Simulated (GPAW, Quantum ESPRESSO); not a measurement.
Consider MgB2 (P6/mmm).

```xyz
3
Lattice="3.0850 0.0000 0.0000 -1.5425 2.6717 0.0000 0.0000 0.0000 3.5230" Properties=species:S:1:pos:R:3 pbc="T T T"
Mg    0.0000    0.0000    0.0000
B     1.5425    0.8906    1.7615
B     0.0000    1.7811    1.7615
```

Absorber: atom 2, with 3 B at 1.78 Å (trigonal planar, site symmetry -6m2). Method: Quantum ESPRESSO XSpectra, PBE, excited-electron core hole (neutral cell), 27-atom cell with 6.4 Å between holes, 5×5×5 k points, dipole transitions, Lorentzian half width 0.3 eV up to 4 eV, rising linearly to 2.5 eV at 25 eV.

**Question.** Where do the maxima of the B K edge fall?

Main maxima up to 24 eV above the zero (height): 0.3 eV (0.40), 1.6 eV (0.48) and 6.2 eV (1.50). A K edge sees empty p states on the absorber. The total-energy difference is 192.03 eV. One term is added: -5.59 eV, since the hole is spin-paired here and a spin-polarised one costs that much less in the free atom (computed apart). The photon energy is then 186.44 eV. The functional leaves an error of a few eV in such absolute values.

The B K spectrum (energy from the energy zero of the input (xe0, at the border of filled and empty states); intensity scaled to a mean of 1 over the first 20 eV; the points at xe0, where the cut of filled states can leave a spike, are interpolated; polarised curves are means over the symmetry-equivalent atoms):

| E (eV) | isotropic | ε ⊥ c | ε ∥ c |
| --- | --- | --- | --- |
| -2.0 | 0.03 | 0.02 | 0.05 |
| -1.0 | 0.06 | 0.04 | 0.10 |
| 0.0 | 0.32 | 0.19 | 0.57 |
| 1.0 | 0.34 | 0.09 | 0.85 |
| 2.0 | 0.41 | 0.10 | 1.04 |
| 3.0 | 0.55 | 0.16 | 1.34 |
| 4.0 | 0.61 | 0.35 | 1.13 |
| 5.0 | 0.95 | 0.87 | 1.11 |
| 6.0 | 1.49 | 1.62 | 1.23 |
| 7.0 | 1.46 | 1.55 | 1.29 |
| 8.0 | 1.34 | 1.38 | 1.27 |
| 9.0 | 1.30 | 1.36 | 1.19 |
| 10.0 | 1.29 | 1.37 | 1.13 |
| 11.0 | 1.29 | 1.39 | 1.11 |
| 12.0 | 1.31 | 1.44 | 1.04 |
| 13.0 | 1.30 | 1.52 | 0.87 |
| 14.0 | 1.23 | 1.48 | 0.72 |
| 15.0 | 1.15 | 1.36 | 0.72 |
| 16.0 | 1.05 | 1.22 | 0.73 |
| 17.0 | 0.91 | 1.03 | 0.68 |
| 18.0 | 0.78 | 0.83 | 0.67 |
| 19.0 | 0.69 | 0.67 | 0.72 |
| 20.0 | 0.66 | 0.59 | 0.80 |
| 21.0 | 0.65 | 0.56 | 0.84 |
| 22.0 | 0.62 | 0.54 | 0.79 |
| 23.0 | 0.58 | 0.52 | 0.69 |
| 24.0 | 0.53 | 0.50 | 0.59 |
| 25.0 | 0.49 | 0.48 | 0.51 |
| 26.0 | 0.47 | 0.47 | 0.45 |
| 27.0 | 0.47 | 0.48 | 0.43 |
| 28.0 | 0.48 | 0.50 | 0.44 |
| 29.0 | 0.50 | 0.52 | 0.45 |
| 30.0 | 0.50 | 0.53 | 0.46 |
| 31.0 | 0.49 | 0.50 | 0.47 |
| 32.0 | 0.47 | 0.47 | 0.48 |

The holes are only 6.4 Å apart, so the shape is probably not converged with cell size; no larger cell was run here. Lifetime broadening is put in by hand, and intensities beyond about 20 eV depend on it and on the partial waves; weight that the partial waves miss at high energy is lost. The structure is a published determination, not relaxed.

[Banner, clock and machine lines of the logs are left out without a mark of their own.]

[Logs are printed without paths, hosts, clocks, repeated set-up lines and the standing remarks that a program may print on its own settings, such as how far it seeks lower states.]

[Hosts, paths, dates, database ids (printed as entryN), source tags and the programs' standing remarks are cut or masked in the printed files.]

[Lists of maxima count a maximum above −3 eV only where it reaches 4 % of the highest in the window and stands out from its surroundings by 2 % of it (1.5 % where it reaches 55 %); shoulders and weaker maxima are passed over, and of the rest the first, up to two pre-edge ones and the few strongest are named.]
